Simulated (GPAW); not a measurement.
## SiO2 (Stishovite): optical spectrum from first principles

Wanted: where SiO2 (Stishovite) starts to absorb, how strongly, and its refractive index.

Program: GPAW 26.7.0. Level of theory: DFT, LDA, plane-wave PAW (GPAW data sets), scalar-relativistic, RPA, optical limit. Results are calculated unless marked as measured.

## (1) Starting point

It takes space group P4_2/mnm (No. 136, tetragonal). Conventional cell: a = 4.177 Å, b = 4.177 Å, c = 2.665 Å, α = 90.00°, β = 90.00°, γ = 90.00°. Nearest to Si lie 6 O at 1.76 to 1.81 Å. Nearest to O lie 3 Si at 1.76 to 1.81 Å. Farther neighbours and most contacts between anions are not listed.

Structure file:

```cif
data_structure
_symmetry_space_group_name_H-M 'P 1'
_symmetry_Int_Tables_number 1
_cell_length_a 4.1773
_cell_length_b 4.1773
_cell_length_c 2.6652
_cell_angle_alpha 90.000
_cell_angle_beta 90.000
_cell_angle_gamma 90.000
_cell_volume 46.51
loop_
_atom_site_label
_atom_site_type_symbol
_atom_site_fract_x
_atom_site_fract_y
_atom_site_fract_z
_atom_site_occupancy
Si1 Si 0.50000 0.50000 0.50000 1
Si2 Si 0.00000 0.00000 0.00000 1
O3 O 0.80590 0.19410 0.50000 1
O4 O 0.69410 0.69410 0.00000 1
O5 O 0.19410 0.80590 0.50000 1
O6 O 0.30590 0.30590 0.00000 1
```

## (2) Ground state

The self-consistent density comes first; it also tells whether there is a gap, which decides the occupations and the need for a Drude term.

This step: DFT, LDA, plane-wave PAW (GPAW data sets), scalar-relativistic, ground state (GPAW 26.7.0).

gs.py

```python
from ase import Atoms
from ase.dft.bandgap import bandgap
from gpaw import GPAW, PW, FermiDirac

atoms = Atoms(['Si', 'Si', 'O', 'O', 'O', 'O'],
              cell=[[4.177300000000, 0.000000000000, 0.000000000000],
                    [0.000000000000, 4.177300000000, 0.000000000000],
                    [0.000000000000, 0.000000000000, 2.665200000000]],
              scaled_positions=[[0.500000000000, 0.500000000000, 0.500000000000],
                                [0.000000000000, 0.000000000000, 0.000000000000],
                                [0.805900000000, 0.194100000000, 0.500000000000],
                                [0.694100000000, 0.694100000000, 0.000000000000],
                                [0.194100000000, 0.805900000000, 0.500000000000],
                                [0.305900000000, 0.305900000000, 0.000000000000]],
              pbc=[True, True, True])
atoms.calc = GPAW(mode=PW(500), xc='LDA', kpts={'size': (6, 6, 8), 'gamma': True},
                  occupations=FermiDirac(0.05), maxiter=150, txt='gs.txt')
print('energy (eV)', atoms.get_potential_energy())
print('Fermi level (eV)', atoms.calc.get_fermi_level())
print('valence electrons', atoms.calc.get_number_of_electrons())
print('gap (eV)', bandgap(atoms.calc, output=None)[0])
print('direct gap (eV)', bandgap(atoms.calc, direct=True, output=None)[0])
atoms.calc.write('gs.gpw')
```

Started as:

```sh
$ OMP_NUM_THREADS=1 python gs.py
```

Numbers of over 12 decimals in the logs are rounded to 6 here.

Output:

```text
__  _  _
 | _ |_)|_||  |
 |__||  | ||/\| - 26.7.0

Versions:
  Python: 3.12.14
  ASE:    3.29.0
  Numpy:  2.5.5
  Scipy:  1.18.1
  Libxc:  7.0.0

Input parameters:
  mode=PW(ecut=500.0),
  kpts=MonkhorstPack(size=(6, 6, 8), gamma=True),
  maxiter=150,
  occupations=Occupations(name='fermi-dirac', width=0.05, fixmagmom=False),
  xc=XC(name='LDA')

Diagonalizing LCAO Hamiltonian
Converting LCAO to pw mode
    .---------.
   /|         |
  / |O        |
 *  .--Si-----.
 | /      O  /
 |/  O      /
 Si--------*

Atoms  # Å, Bohr magnetons
|   | symbol |        x |        y |        z |    initial magnetic moments |
| 0 |     Si | 2.088650 | 2.088650 | 1.332600 | ( 0.0000,  0.0000,  0.0000) |
| 1 |     Si | 0.000000 | 0.000000 | 0.000000 | ( 0.0000,  0.0000,  0.0000) |
| 2 |      O | 3.366486 | 0.810814 | 1.332600 | ( 0.0000,  0.0000,  0.0000) |
| 3 |      O | 2.899464 | 2.899464 | 0.000000 | ( 0.0000,  0.0000,  0.0000) |
| 4 |      O | 0.810814 | 3.366486 | 1.332600 | ( 0.0000,  0.0000,  0.0000) |
| 5 |      O | 1.277836 | 1.277836 | 0.000000 | ( 0.0000,  0.0000,  0.0000) |

Unit cell  # Å
| periodic |        x |        y |        z |  lengths |    angles |
|      yes | 4.177300 | 0.000000 | 0.000000 | 4.177300 | 90.000000 |
|      yes | 0.000000 | 4.177300 | 0.000000 | 4.177300 | 90.000000 |
|      yes | 0.000000 | 0.000000 | 2.665200 | 2.665200 | 90.000000 |

Number of symmetries: 8
Symmetry operations  # r_c * U_cc + t_c -> r_c
|   | kind |            matrix            |
| 0 |  E   |  1, 0, 0,  0, 1, 0,  0, 0, 1 |
| 1 |  σ   |  1, 0, 0,  0, 1, 0,  0, 0,-1 |
| 2 |  σ   |  0, 1, 0,  1, 0, 0,  0, 0, 1 |
| 3 |  C2  |  0, 1, 0,  1, 0, 0,  0, 0,-1 |
| 4 |  σ   |  0,-1, 0, -1, 0, 0,  0, 0, 1 |
| 5 |  C2  |  0,-1, 0, -1, 0, 0,  0, 0,-1 |
| 6 |  C2  | -1, 0, 0,  0,-1, 0,  0, 0, 1 |
| 7 |  i   | -1, 0, 0,  0,-1, 0,  0, 0,-1 |

BZ-sampling:
  Number of BZ points: 288
  Number of IBZ points: 65

  Monkhorst-Pack size: [6, 6, 8]
  Monkhorst-Pack shift: [0.083333, 0.083333, 0.0625]

K-points  # in reciprocal-cell coordinates
|     |                                coordinates |     weight |
|   0 | (  0.00000000,   0.00000000,   0.00000000) | 0.00347222 |
|   1 | (  0.00000000,   0.00000000,   0.12500000) | 0.00694444 |
|   2 | (  0.00000000,   0.00000000,   0.25000000) | 0.00694444 |
|   3 | (  0.00000000,   0.00000000,   0.37500000) | 0.00694444 |
|   4 | (  0.00000000,   0.00000000,   0.50000000) | 0.00347222 |
|   5 | (  0.16666667,  -0.16666667,   0.00000000) | 0.00694444 |
|   6 | (  0.16666667,  -0.16666667,   0.12500000) | 0.01388889 |
|   7 | (  0.16666667,  -0.16666667,   0.25000000) | 0.01388889 |
|   8 | (  0.16666667,  -0.16666667,   0.37500000) | 0.01388889 |
|   9 | (  0.16666667,  -0.16666667,   0.50000000) | 0.00694444 |
| ... |                                            |            |
|  64 | (  0.50000000,   0.50000000,   0.50000000) | 0.00347222 |

Plane wave coefficients: 1202
Cutoff: 500.0 eV

Spin-components: 1 (collinear spins)
Bands:           24
Projectors:      30
Spin-degeneracy: 2
Datatype:        complex128

Parallelization:
  kpt:    1
  domain: 1
  band:   1

Density:
  Valence electrons: 32.0
  Components: 1
  Grid points: [24 24 14]
  Charge: 0.0  # |e|

Potential:
  Grid points: [24 24 14]

species:
  Si:
    name:    Silicon
    id:
    Z:       14.0
    valence: 4
    core:    10
    charge:  0.0  # [|e|]
    compensation charges:
      type: gauss
      rc: 0.33  # [Å]
      lmax: 2
    cutoffs:
      filter: 1.86  # [Å]
      core: 2.06  # [Å]
    projectors
    | kind |    occ | energy [eV] | rcut [Å] |
    |   3s |  2.000 |     -10.878 |    1.058 |
    |   3p |  2.000 |      -4.162 |    1.058 |
    |    s |        |      16.334 |    1.058 |
    |    p |        |      23.049 |    1.058 |
    |    d |        |       0.000 |    1.058 |

    Using partial waves for Si as LCAO basis

  O:
    name:    Oxygen
    id:
    Z:       8.0
    valence: 6
    core:    2
    charge:  0.0  # [|e|]
    compensation charges:
      type: gauss
      rc: 0.21  # [Å]
      lmax: 2
    cutoffs:
      filter: 1.17  # [Å]
      core: 0.83  # [Å]
    projectors
    | kind |    occ | energy [eV] | rcut [Å] |
    |   2s |  2.000 |     -23.752 |    0.688 |
    |   2p |  4.000 |      -9.195 |    0.598 |
    |    s |        |       3.459 |    0.688 |
    |    p |        |      18.016 |    0.598 |
    |    d |        |       0.000 |    0.619 |

    Using partial waves for O as LCAO basis

Reference energy: -23829.058639  # eV

eigensolver:
  PPCG
  Converge bands: occupied
  niter=2

density mixing:
  MSR1-Mixer
  Pratt-step length: 0.05
  Maximum mixing coefficient: 0.75
  Old densities: 10
  SVD Regularization: 0.005
  Good broyden scale: 1.0
  Trust region scale: 1.0
  Backstep threshold: 4.0
  History deletion threshold: 6.0
  Fourier metric: weight=20.0, sigma=0.015

occupation numbers:
  Fermi-Dirac:
    width: 0.0500  # eV

poisson solver:
  ecut: 4000.0  # eV

xc functional:
  name: None

convergence criteria:
- Maximum [total energy] change in last 3 cyles: 0.0005 eV / valence electron
- Maximum integral of absolute [dens]ity change: 0.0001 electrons / valence electron
- Maximum integral of absolute [eigenst]ate change: 4e-08 eV^2 / valence electron
maximum number of iterations: 150

SCF iterations
|iter     |      energy | eigst |  dens |
|iter:   1||  -54.769647 | +0.05 |       |
|iter:   2||  -53.822663 | -1.89 | -0.77 |
|iter:   3||  -50.812006 | -1.08 | -0.82 |
|iter:   4||  -50.810591 | -2.70 | -1.42 |
|iter:   5||  -50.816030c| -3.71 | -1.78 |
|iter:   6||  -50.816109c| -5.80 | -3.06 |
|iter:   7||  -50.816118c| -7.15 | -3.54 |
|iter:   8||  -50.816118c| -8.49c| -4.37c|

Converged in 8 steps
SCF loop duration: 43.778 s (5.472 s/step)
Energy contributions relative to reference atoms: (reference = -23829.058639)

Energy contributions:
  Kinetic:          39.340650
  Coulomb:         -29.874470
  Zero:             -0.008644
  External:          0.000000
  Xc:              -60.273653
  Entropy:          -0.000000
  Spinorbit:         0.000000
  ----------------------------
  Free energy:     -50.816118
  Extrapolated:    -50.816118

dipole moment: (-8.916379, -8.916379, -20.589556)  # |e|*Ang

Fermi level: 9.638
Eigenvalues  # (at kpt = [0.000, 0.000, 0.000])
| band index |      eig [eV] | occ [0-2] |
|          0 |       -14.018 |     2.000 |
|        ... |               |           |
|          8 |         3.021 |     2.000 |
|          9 |         3.266 |     2.000 |
|         10 |         5.289 |     2.000 |
|         11 |         5.289 |     2.000 |
|         12 |         5.915 |     2.000 |
|         13 |         7.565 |     2.000 |
|         14 |         7.565 |     2.000 |
|         15 |         8.446 |     2.000 |
|         16 |        14.055 |     0.000 |
|         17 |        14.911 |     0.000 |
|         18 |        16.824 |     0.000 |
|         19 |        16.824 |     0.000 |
|         20 |        19.178 |     0.000 |
|         21 |        19.915 |     0.000 |
|         22 |        22.589 |     0.000 |
|         23 |        22.589 |     0.000 |

Gap: 5.609 eV
Transition (v -> c):
  (s=0, k=0, n=15, [0.00, 0.00, 0.00]) -> (s=0, k=0, n=16, [0.00, 0.00, 0.00])
No difference between direct/indirect transitions

--- standard output ---
energy (eV) -50.816118
Fermi level (eV) 9.637909
valence electrons 32.0
gap (eV) 5.608943
direct gap (eV) 5.608943
```

It took 49 s on 1 thread of Arm Neoverse N1, shared host; peak memory 0.18 GiB.

Numbers from this step:

| Quantity | Value |
| --- | --- |
| energy | -50.8161 eV |
| Fermi energy | 9.638 eV |
| gap on the k-mesh | 5.609 eV |
| direct gap on the mesh | 5.609 eV |
| electrons | 32 |

There is a gap, 5.61 eV on this mesh (points off the mesh can give less), so no carriers' term is needed.

## (3) Bands for the response

At the fixed density, many empty bands are solved on the mesh of the response, since the spectrum sums over them.

This step: DFT, LDA, plane-wave PAW (GPAW data sets), scalar-relativistic, bands at fixed density (GPAW 26.7.0).

nscf.py

```python
from ase.dft.bandgap import bandgap
from gpaw import GPAW, FermiDirac

calc = GPAW('gs.gpw').fixed_density(kpts={'size': (7, 7, 11), 'gamma': True}, nbands=58, convergence={'bands': 52},
                                    occupations=FermiDirac(0.001), txt='nscf.txt')
print('gap (eV)', bandgap(calc, output=None)[0])
print('direct gap (eV)', bandgap(calc, direct=True, output=None)[0])
print('top band over the Fermi level (eV)', min(calc.get_eigenvalues(kpt=k)[51] for k in range(len(calc.get_ibz_k_points()))) - calc.get_fermi_level())
calc.write('full.gpw', mode='all')
```

Started as:

```sh
$ OMP_NUM_THREADS=1 python nscf.py
```

Output:

```text
Diagonalizing LCAO Hamiltonian
Converting LCAO to pw mode
convergence criteria:
- Maximum integral of absolute [eigenst]ate change: 4e-08 eV^2 / valence electron
maximum number of iterations: 150

SCF iterations
|iter     |      energy | eigst |  dens |
|iter:   1||             | +3.50 |       |
|iter:   2||             | +2.38 |       |
|iter:   3||             | +1.21 |       |
|iter:   4||             | -0.20 |       |
|iter:   5||             | -1.23 |       |
|iter:   6||             | -2.28 |       |
|iter:   7||             | -3.01 |       |
|iter:   8||             | -3.90 |       |
|iter:   9||             | -4.53 |       |
|iter:  10||             | -5.41 |       |
|iter:  11||             | -6.01 |       |
|iter:  12||             | -6.58 |       |
|iter:  13||             | -7.04 |       |
|iter:  14||             | -7.42c|       |
SCF steps: 14
  __  _  _
 | _ |_)|_||  |
 |__||  | ||/\| - 26.7.0

Versions:
  Python: 3.12.14
  ASE:    3.29.0
  Numpy:  2.5.5
  Scipy:  1.18.1
  Libxc:  7.0.0

Input parameters:
  mode=PW(ecut=500.0),
  convergence={'bands': 52},
  gpts=array([24, 24, 14]),
  kpts=MonkhorstPack(size=(7, 7, 11), gamma=True),
  maxiter=150,
  nbands=58,
  occupations=Occupations(name='fermi-dirac', width=0.001, fixmagmom=False),
  parallel={},
  xc=XC(name='LDA')

--- standard output ---
gap (eV) 5.608943
direct gap (eV) 5.608943
top band over the Fermi level (eV) 34.909697
```

Run time: 4.1 min. Hardware: 1 thread; peak memory 0.29 GiB.

## (4) Dielectric function, RPA

Local fields let the induced charge screen the field inside the cell, which as a rule lowers ε, most along directions where the density is uneven.

This step: DFT, LDA, plane-wave PAW (GPAW data sets), scalar-relativistic, RPA, optical limit (GPAW 26.7.0).

df.py

```python
from gpaw.response.df import DielectricFunction

df = DielectricFunction('full.gpw', frequencies={'type': 'nonlinear', 'domega0': 0.03, 'omega2': 8},
                        ecut=50,
                        eta=0.15,
                        nbands=52,
                        txt='df.txt')
for direction in ['x', 'z']:
    df.get_dielectric_function(xc='RPA', direction=direction, filename=f'df_{direction}.csv')
```

Started as:

```sh
$ OMP_NUM_THREADS=1 python df.py
```

Output:

```text
Using integrator: PointIntegrator
NonLinearFrequencyDescriptor(from 0.000 to 65.392 eV, 498 points)
Nonperiodic BCs:  [False False False]
Using integrator: PointIntegrator
NonLinearFrequencyDescriptor(from 0.000 to 65.392 eV, 498 points)
Nonperiodic BCs:  [False False False]

Calculating chi0 body with:
    Ground state adapter containing:
    Number of spins: 1
    Number of kpoints: 539
    Number of irreducible kpoints: 96
    Number of completely occupied states: 16
    Number of partially occupied states: 16

    Linear response parametrization:
    q_c: [0.0, 0.0, 0.0]
    Number of frequency points: 498
    Planewave cutoff: 50.0
    Number of bands: 52
    Number of planewaves: 39
    Broadening (eta): 0.15

Integrating chi0 body.

Symmetries of q_c:
    Direct symmetries (Uq -> q): 8
    Indirect symmetries (TUq -> q): 0
In total 8 allowed symmetries.

96 groups of equivalent kpoints. 82.189239% reduction.

Integral kind: spectral function

Calculating chi0 optical extensions with:
    Ground state adapter containing:
    Number of spins: 1
    Number of kpoints: 539
    Number of irreducible kpoints: 96
    Number of completely occupied states: 16
    Number of partially occupied states: 16

    Linear response parametrization:
    Number of frequency points: 498
    Planewave cutoff: 50.0
    Number of bands: 52
    Number of planewaves: 39
    Broadening (eta): 0.15
Integrating chi0 head and wings.

Symmetries of q_c:
    Direct symmetries (Uq -> q): 8
    Indirect symmetries (TUq -> q): 0
In total 8 allowed symmetries.

96 groups of equivalent kpoints. 82.189239% reduction.

Integral kind: spectral function wings
```

The job ended after 38 s (1 thread; peak memory 0.24 GiB).

Numbers from this step:

```
electronic dielectric constant ε∞, mean over x, y and z (by symmetry where fewer were run) : 3.352
```

The Im ε has structure finer than the step of the table below, so its rows give means over 0.5 eV, whole bins alone (the curve runs from 0 to 14.0 eV). Peaks (eV: height): E ∥ x 12.10: 4.80, 13.77: 5.01; E ∥ z 12.34: 8.66.

Values under the direct gap are tails of Lorentzian lines. Table of Im ε by photon energy; means over each step:

```tsv
photon energy (eV)	E ∥ x	E ∥ z
0.5	0.00200	0.00202
1.0	0.00406	0.00409
1.5	0.00622	0.00624
2.0	0.00855	0.00853
2.5	0.0111	0.0110
3.0	0.0141	0.0138
3.5	0.0176	0.0169
4.0	0.0219	0.0205
4.5	0.0275	0.0249
5.0	0.0354	0.0302
5.5	0.0486	0.0370
6.0	0.0856	0.0464
6.5	0.231	0.0614
7.0	0.474	0.0855
7.5	0.723	0.182
8.0	0.778	0.372
8.5	1.02	0.698
9.0	1.58	1.17
9.5	2.22	1.60
10.0	2.51	2.04
10.5	2.42	2.80
11.0	2.58	3.39
11.5	3.17	5.72
12.0	4.43	7.02
12.5	4.43	7.93
13.0	4.22	6.85
13.5	4.24	5.11
```

Re ε against photon energy:

```tsv
photon energy (eV)	E ∥ x	E ∥ z
0.0	3.30	3.46
0.5	3.30	3.46
1.0	3.31	3.47
1.5	3.33	3.49
2.0	3.35	3.51
2.5	3.39	3.54
3.0	3.43	3.58
3.5	3.48	3.64
4.0	3.55	3.70
4.5	3.63	3.77
5.0	3.73	3.86
5.5	3.87	3.97
6.0	4.06	4.11
6.5	4.29	4.28
7.0	4.44	4.51
7.5	4.56	4.84
8.0	4.67	5.21
8.5	4.89	5.43
9.0	5.31	6.05
9.5	5.16	5.85
10.0	4.40	6.24
10.5	4.46	6.16
11.0	4.60	6.75
11.5	4.74	6.98
12.0	4.64	6.02
12.5	3.32	2.29
13.0	2.91	1.09
13.5	3.14	0.321
```

Values under the direct gap are tails of Lorentzian lines. The loss function −Im 1/ε at q → 0 by energy loss; read off at these points:

```tsv
energy loss (eV)	E ∥ x	E ∥ z
0.00	0	0
0.50	1.8e-4	1.7e-4
1.00	3.7e-4	3.4e-4
1.50	5.6e-4	5.1e-4
2.00	7.6e-4	6.9e-4
2.50	9.7e-4	8.8e-4
3.00	0.00120	0.00107
3.50	0.00145	0.00128
4.00	0.00174	0.00150
4.50	0.00208	0.00174
5.00	0.00253	0.00202
5.50	0.00321	0.00234
6.00	0.00498	0.00273
6.50	0.0138	0.00338
7.00	0.0228	0.00409
7.50	0.0318	0.00817
8.00	0.0347	0.0139
8.50	0.0419	0.0239
9.00	0.0531	0.0302
9.50	0.0689	0.0444
10.00	0.0980	0.0485
10.50	0.0949	0.0621
11.00	0.0933	0.0585
11.50	0.0971	0.0708
12.00	0.108	0.0823
12.50	0.145	0.118
13.00	0.161	0.147
13.34	0.170	0.177
13.50	0.154	0.200
13.69	0.148	0.214
```

The Im ε, E ∥ x has structure finer than the step of the table below, so its rows give means over 0.5 eV, whole bins alone (the curve runs from 0 to 14.0 eV). Peaks (eV: height): without local fields 13.77: 6.08; with local fields 12.10: 4.80, 13.77: 5.01.

Values under the direct gap are tails of Lorentzian lines. Im ε, E ∥ x against photon energy; means over each step:

```tsv
photon energy (eV)	without local fields	with local fields
0.5	0.00209	0.00200
1.0	0.00422	0.00406
1.5	0.00647	0.00622
2.0	0.00889	0.00855
2.5	0.0116	0.0111
3.0	0.0146	0.0141
3.5	0.0182	0.0176
4.0	0.0225	0.0219
4.5	0.0282	0.0275
5.0	0.0360	0.0354
5.5	0.0490	0.0486
6.0	0.0851	0.0856
6.5	0.224	0.231
7.0	0.452	0.474
7.5	0.682	0.723
8.0	0.732	0.778
8.5	0.974	1.02
9.0	1.54	1.58
9.5	2.11	2.22
10.0	2.30	2.51
10.5	2.28	2.42
11.0	2.61	2.58
11.5	3.41	3.17
12.0	4.85	4.43
12.5	4.86	4.43
13.0	4.89	4.22
13.5	5.16	4.24
```

The reflectivity at normal incidence has structure finer than the step of the table below, so its rows give means over 0.5 eV, whole bins alone (the curve runs from 0 to 14.0 eV). Peaks (eV: height): E ∥ x 12.10: 23.2; E ∥ z 12.42: 34.3.

Reflectivity at normal incidence against photon energy; means over each step:

```tsv
photon energy (eV)	E ∥ x (%)	E ∥ z (%)
0.5	8.42	9.04
1.0	8.46	9.08
1.5	8.53	9.15
2.0	8.63	9.25
2.5	8.76	9.37
3.0	8.92	9.53
3.5	9.13	9.73
4.0	9.39	9.97
4.5	9.71	10.3
5.0	10.1	10.6
5.5	10.6	11.0
6.0	11.4	11.5
6.5	12.2	12.2
7.0	13.0	13.0
7.5	13.3	14.0
8.0	13.8	15.3
8.5	14.9	16.3
9.0	16.5	18.0
9.5	17.3	18.3
10.0	16.6	20.0
10.5	16.3	21.3
11.0	17.2	23.3
11.5	19.2	27.9
12.0	22.5	29.9
12.5	21.7	33.2
13.0	20.9	32.9
13.5	21.0	29.6
```

At chosen wavelengths:

```tsv
wavelength (nm)	n x	k x	R (%) x	1/α x	n z	k z	R (%) z	1/α z
1064	1.82	0.001	8.5	65 µm	1.86	0.001	9.1	66 µm
532	1.84	0.003	8.7	15 µm	1.88	0.003	9.3	16 µm
450	1.85	0.003	8.8	11 µm	1.89	0.003	9.4	11 µm
405	1.85	0.004	8.9	8.3 µm	1.89	0.004	9.6	8.7 µm
365	1.86	0.005	9.1	6.4 µm	1.90	0.004	9.7	6.8 µm
308	1.88	0.006	9.4	4.2 µm	1.92	0.005	10.0	4.6 µm
193	2.07	0.053	12.2	287 nm	2.06	0.014	12.0	1.1 µm
```

Below the direct gap, k and the depth come from the tails of the Lorentzian lines, not from transitions.

Rows near the edge hang on the gap, which this functional as a rule makes too small, and phonon-assisted absorption is left out.

## (5) Summary of results

| Item | Value |
| --- | --- |
| electronic dielectric constant ε∞, mean over x, y and z (by symmetry where fewer were run) (RPA) | 3.35 |

At this level (LDA, RPA) SiO2 has a mean ε∞ = 3.35 and n = 1.82 at 1550 nm (E ∥ x). On the mesh the gap is 5.61 eV and the least direct gap 5.61 eV. Local fields change the static value along x from 3.42 to 3.30 (-3 %). Distinct maxima of Im ε, read by a parabola through the highest points, lie at 9.75 eV (2.6), 12.11 eV (4.8) and 13.81 eV (5.0) for E ∥ x. The static values by axis are 3.30 (x), 3.46 (z). Excitons and phonon-assisted transitions are missing; LDA gaps are as a rule too small, which pulls the onset down and ε∞ up. The sum runs over mesh points, so small or evenly spaced maxima can still be ripples of the mesh. In this version of GPAW the matrix elements of the optical limit are incomplete, which can lower ε − 1 by up to a tenth where first-row anions or d states rule, and shift it by more in d metals.

[Machine, clock and banner lines and Python warnings are left out of the logs.]

[Logs are printed without paths, hosts, clocks, repeated set-up lines and the standing remarks that a program may print on its own settings, such as how far it seeks lower states.]

[Hosts, paths, dates, database ids (printed as entryN), source tags and the programs' standing remarks are cut or masked in the printed files.]
